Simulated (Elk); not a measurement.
**Optical response of CdF2**

Wanted: where CdF2 starts to absorb, how strongly, and its refractive index.

Method: DFT, PBE, all-electron APW+lo, Dirac cores, scalar-relativistic bands, independent-particle optical response without local fields, in Elk 11.2.3 (patched build).

**1. Set-up**

It takes space group Fm-3m (No. 225, cubic). The conventional cell has a = 5.388 Å, b = 5.388 Å, c = 5.388 Å, α = 90.00°, β = 90.00°, γ = 90.00°. Nearest to Cd lie 8 F at 2.33 Å. Nearest to F lie 4 Cd at 2.33 Å. Farther neighbours, and contacts between anions beyond the nearest, are not listed.

Structure file:

```cif
data_structure
_symmetry_space_group_name_H-M 'Fm-3m'
_symmetry_Int_Tables_number 225
_cell_length_a 5.3880
_cell_length_b 5.3880
_cell_length_c 5.3880
_cell_angle_alpha 90.000
_cell_angle_beta 90.000
_cell_angle_gamma 90.000
_cell_volume 156.42
loop_
_atom_site_label
_atom_site_type_symbol
_atom_site_symmetry_multiplicity
_atom_site_Wyckoff_symbol
_atom_site_fract_x
_atom_site_fract_y
_atom_site_fract_z
_atom_site_occupancy
Cd1 Cd 4 a 0.00000 0.00000 0.00000 1
F1 F 8 c 0.25000 0.25000 0.75000 1
```

**2. Ground state**

First the ground state: is it a metal or has it a gap?

This step: DFT, PBE, all-electron APW+lo, Dirac cores, scalar-relativistic bands, ground state (Elk 11.2.3 (patched build)).

Input file elk.in:

```
tasks
  0
  120

xctype
  20

nempty
  14

lorbcnd
  .true.

rgkmax
  7.0

swidth
  0.0018375

maxscl
  100

epsengy
  1e-05

sppath
  './'

avec
  0.000000000000 5.090922179742 5.090922179742
  5.090922179742 0.000000000000 5.090922179742
  5.090922179742 5.090922179742 0.000000000000

atoms
  2
  'Cd.in'
  1
  0.000000000000 0.000000000000 0.000000000000   0.000 0.000 0.000
  'F.in'
  2
  0.750000000000 0.750000000000 0.750000000000   0.000 0.000 0.000
  0.250000000000 0.250000000000 0.250000000000   0.000 0.000 0.000

ngridk
  10 10 10
```

Command:

```sh
$ OMP_NUM_THREADS=4 elk
```

What it wrote:

```text
┌─────────────────────────┐
│ Elk code version 11.2.3 │
└─────────────────────────┘

All units are atomic (Hartree, Bohr, etc.)

┌─────────────────────────────────────────────────┐
│ Ground-state run starting from atomic densities │
└─────────────────────────────────────────────────┘

Lattice vectors :
   0.000000000       5.090922180       5.090922180
   5.090922180       0.000000000       5.090922180
   5.090922180       5.090922180       0.000000000

Reciprocal lattice vectors :
 -0.6170969704      0.6170969704      0.6170969704
  0.6170969704     -0.6170969704      0.6170969704
  0.6170969704      0.6170969704     -0.6170969704

Unit cell volume      :    263.8878355
Brillouin zone volume :   0.9399835083

Muffin-tin inner radius fraction :   0.1000000000E-01

Nuclei treated as point charges

Species : 1 (Cd)
 parameters loaded from : Cd.in
 name : cadmium
 nuclear charge    :   -48.00000000
 electronic charge :    48.00000000
 atomic mass :    204912.7176
 muffin-tin radius :    2.463707964
 number of radial points in muffin-tin :   1193
 inner part over the whole radius :   0.9993705837E-02
 number on inner part of muffin-tin    :    849
 approximate nuclear radius :   0.8708852602E-04
 number of mesh points to nuclear radius :    427
 atomic positions (lattice), magnetic fields (Cartesian) :
  1 :   0.00000000  0.00000000  0.00000000    0.00000000  0.00000000  0.00000000

Species : 2 (F)
 parameters loaded from : F.in
 name : fluorine
 nuclear charge    :   -9.000000000
 electronic charge :    9.000000000
 atomic mass :    34631.97045
 muffin-tin radius :    1.895159972
 number of radial points in muffin-tin :    593
 inner part over the whole radius :   0.9865265916E-02
 number on inner part of muffin-tin    :    409
 approximate nuclear radius :   0.5278478738E-04
 number of mesh points to nuclear radius :    175
 atomic positions (lattice), magnetic fields (Cartesian) :
  1 :  -0.25000000 -0.25000000 -0.25000000    0.00000000  0.00000000  0.00000000
  2 :   0.25000000  0.25000000  0.25000000    0.00000000  0.00000000  0.00000000

Total number of atoms per unit cell :    3
Total muffin-tin volume :    119.6644651
 ratio of muffin-tin to unit cell volume :   0.4534671514

Spin treatment :
 spin-unpolarised

Number of Bravais lattice symmetries :   48
Number of crystal symmetries         :   48
Crystal has inversion symmetry
Real symmetric eigensolver will be used

k-point grid :     10    10    10
k-point offset :    0.000000000       0.000000000       0.000000000
k-point set is reduced with full crystal symmetry group
Total number of k-points :       47

Muffin-tin radius times maximum |G+k| :    7.000000000
 using average radius
Maximum |G+k| for APW functions       :    3.357835991
Maximum (1/2)|G+k|²                   :    5.637531271
Maximum |G| for potential and density :    12.00000000
Constant for pseudocharge density :    7
 order of it for each species :   14  14
 order of it for pair densities of each species (exact exchange by exxq0 0: 14) :   14   7
Radial integration step length :    1

G-vector grid sizes :     28    28    28
Number of G-vectors :     7727

Maximum angular momentum used for
 APW functions            :    8
 outer part of muffin-tin :    6
 inner part of muffin-tin :    2

Total nuclear charge    :   -66.00000000
Total core charge       :    34.00000000
Total valence charge    :    32.00000000
Total excess charge     :    0.000000000
Total electronic charge :    66.00000000

Effective Wigner radius, rₛ :   0.9846055407

Number of empty states         :     42
Total number of valence states :     59
Total number of core states    :     34

Conduction state local-orbitals added automatically
Third-order local-orbitals added for an l without core states : F
Total number of local-orbitals :    180

Exchange-correlation functional :     20     0     0
 Perdew-Burke-Ernzerhof, Phys. Rev. Lett. 77, 3865 (1996)
 gradient requirement :    1
 generalised gradient approximation (GGA)

Smearing type :    3
 Fermi-Dirac
Smearing width :   0.1837500000E-02
Effective electronic temperature (K) :    580.2366081

Mixing type :    3
 Broyden mixing, J. Phys. A: Math. Gen. 17, L317 (1984)

Kohn-Sham potential initialised from atomic data

┌──────────────────────────────┐
│ Self-consistent loop started │
└──────────────────────────────┘

┌─────────────────┐
│ Loop number : 1 │
└─────────────────┘

Energies :
 Fermi                       :    -0.113837
 sum of occupied eigenvalues :     -3469.1461220619
 electron kinetic            :      6069.3020271859
 core electron kinetic       :      5830.9827972284
 Coulomb                     :     -11689.435637758
 Coulomb potential           :     -9302.3219489131
 nuclear-nuclear             :     -631.93619378674
 electron-nuclear            :     -12829.392997061
 Hartree                     :      1771.8935530898
 Madelung                    :     -7038.2746633015
 xc potential                :     -236.12620033471
 exchange                    :     -172.79812795218
 correlation                 :     -3.196606
 electron entropic           :    -0.437567E-11
 total energy                :     -5796.1283449691

Density of states at Fermi energy :   0.5432414981E-07
 (states/Hartree/unit cell)

Estimated indirect band gap :   0.1456852714
 from k-point 1 to k-point 1
Estimated direct band gap   :   0.1456852714
 at k-point 1

Charges :
 core                        :    34.00000000
 valence                     :    32.00000000
 interstitial                :    1.885421258
 muffin-tins (core leakage)
  species : 1 (Cd)
   atom 1                    :    45.97939691     (  0.5175112142E-03)
  species : 2 (F)
   atom 1                    :    9.067590917     ( -0.2910794867E-06)
   atom 2                    :    9.067590917     ( -0.2910794867E-06)
 total in muffin-tins        :    64.11457874
 total calculated charge     :    65.99925039
 total charge                :    66.00000000
 error                       :   0.7496080892E-03

┌─────────────────┐
│ Loop number : 2 │
└─────────────────┘

Energies :
 Fermi                       :    -0.112561
 sum of occupied eigenvalues :     -3469.0827241004
 electron kinetic            :      6068.9104607428
 core electron kinetic       :      5830.7732242454
 Coulomb                     :     -11689.404068086
 Coulomb potential           :     -9302.2555837019
 nuclear-nuclear             :     -631.93619378674
 electron-nuclear            :     -12829.394382875
 Hartree                     :      1771.9265085765
 Madelung                    :     -7038.2762762347
 xc potential                :     -235.73760114133
 exchange                    :     -172.78982917233
 correlation                 :     -3.196668
 electron entropic           :    -0.438363E-11
 total energy                :     -5796.4801044659

Density of states at Fermi energy :   0.5432650195E-07
 (states/Hartree/unit cell)

Estimated indirect band gap :   0.1456776719
 from k-point 1 to k-point 1
Estimated direct band gap   :   0.1456776719
 at k-point 1

Charges :
 core                        :    34.00000000
 valence                     :    32.00000000
 interstitial                :    1.890916536
 muffin-tins (core leakage)
  species : 1 (Cd)
   atom 1                    :    45.98386079     (  0.5170973538E-03)
  species : 2 (F)
   atom 1                    :    9.062611338     ( -0.2910791084E-06)
   atom 2                    :    9.062611338     ( -0.2910791084E-06)
 total in muffin-tins        :    64.10908346
 total calculated charge     :    65.99925177
 total charge                :    66.00000000
 error                       :   0.7482319937E-03

RMS change in Kohn-Sham potential (target) :    1.005478822     (  0.1000000000E-05)
Absolute change in total energy (target)   :   0.3517594968     (  0.1000000000E-04)

[... 14 loops left out ...]

┌──────────────────┐
│ Loop number : 17 │
└──────────────────┘

Energies :
 Fermi                       :     0.457258E-01
 sum of occupied eigenvalues :     -3461.2965830284
 electron kinetic            :      6066.9099740006
 core electron kinetic       :      5830.4136911281
 Coulomb                     :     -11687.153657500
 Coulomb potential           :     -9299.4146515627
 nuclear-nuclear             :     -631.93619378674
 electron-nuclear            :     -12827.634980142
 Hartree                     :      1772.4175164291
 Madelung                    :     -7037.4463317188
 xc potential                :     -228.79190546620
 exchange                    :     -172.43379182987
 correlation                 :     -3.199099
 electron entropic           :    -0.429328E-11
 total energy                :     -5795.8765744623

Density of states at Fermi energy :   0.5433430554E-07
 (states/Hartree/unit cell)

Estimated indirect band gap :   0.1142084395
 from k-point 47 to k-point 1
Estimated direct band gap   :   0.1321430704
 at k-point 1

Charges :
 core                        :    34.00000000
 valence                     :    32.00000000
 interstitial                :    2.100001961
 muffin-tins (core leakage)
  species : 1 (Cd)
   atom 1                    :    46.18876013     (  0.5039100090E-03)
  species : 2 (F)
   atom 1                    :    8.855618952     ( -0.2910737202E-06)
   atom 2                    :    8.855618952     ( -0.2910737202E-06)
 total in muffin-tins        :    63.89999804
 total calculated charge     :    65.99930405
 total charge                :    66.00000000
 error                       :   0.6959547825E-03

RMS change in Kohn-Sham potential (target) :   0.1319754692E-07 (  0.1000000000E-05)
Absolute change in total energy (target)   :   0.3506394023E-05 (  0.1000000000E-04)

Convergence targets achieved

┌──────────────────┐
│ Loop number : 18 │
└──────────────────┘

Energies :
 Fermi                       :     0.457258E-01
 sum of occupied eigenvalues :     -3461.2965829807
 electron kinetic            :      6066.9099740389
 core electron kinetic       :      5830.4136911281
 Coulomb                     :     -11687.153657476
 Coulomb potential           :     -9299.4146515396
 nuclear-nuclear             :     -631.93619378674
 electron-nuclear            :     -12827.634980097
 Hartree                     :      1772.4175164076
 Madelung                    :     -7037.4463317064
 xc potential                :     -228.79190548004
 exchange                    :     -172.43379183029
 correlation                 :     -3.199099
 electron entropic           :    -0.429328E-11
 total energy                :     -5795.8765744000

Density of states at Fermi energy :   0.5433430589E-07
 (states/Hartree/unit cell)

Estimated indirect band gap :   0.1142084355
 from k-point 47 to k-point 1
Estimated direct band gap   :   0.1321430664
 at k-point 1

Charges :
 core                        :    34.00000000
 valence                     :    32.00000000
 interstitial                :    2.100001954
 muffin-tins (core leakage)
  species : 1 (Cd)
   atom 1                    :    46.18876014     (  0.5039100084E-03)
  species : 2 (F)
   atom 1                    :    8.855618954     ( -0.2910740049E-06)
   atom 2                    :    8.855618954     ( -0.2910740049E-06)
 total in muffin-tins        :    63.89999805
 total calculated charge     :    65.99930405
 total charge                :    66.00000000
 error                       :   0.6959547870E-03

┌──────────────────────────────┐
│ Self-consistent loop stopped │
└──────────────────────────────┘

Warning : core states of species 1 leak from the muffin-tin :   0.5039100084E-03

Wrote STATE.OUT
```

Run time: 15 s. Hardware: 4 threads of Arm Neoverse V1, shared host; peak memory 0.11 GiB.

Read-outs:

```
total energy           : -5796 Ha
Fermi energy           : 1.244 eV
DOS at the Fermi level : 2.00e-9 states/eV/cell
gap on the k-mesh      : 3.108 eV
direct gap on the mesh : 3.596 eV
```

There is a gap, 3.11 eV on this mesh (points off the mesh can give less), so no carriers' term is needed.

(Part 1 of 2 ends here.)

[Long decimals in the printed logs are rounded to 6 places.]

[Machine, clock and banner lines and Python warnings are left out of the logs.]

[Logs are printed without paths, hosts, clocks, repeated set-up lines and the standing remarks that a program may print on its own settings, such as how far it seeks lower states.]

[Hosts, paths, dates, database ids (printed as entryN), source tags and the programs' standing remarks are cut or masked in the printed files.]

[Where Elk ran, warnings of its patched build on accuracy (core leakage, angular cutoffs, spin-orbit splittings, empty states, lower magnetic states) are left out.]

[Where the starting crystal was built by hand or by swapping elements, it need not be the compound's stable phase.]

[The count of steps not shown may lack steps that the program refused or didn't finish.]
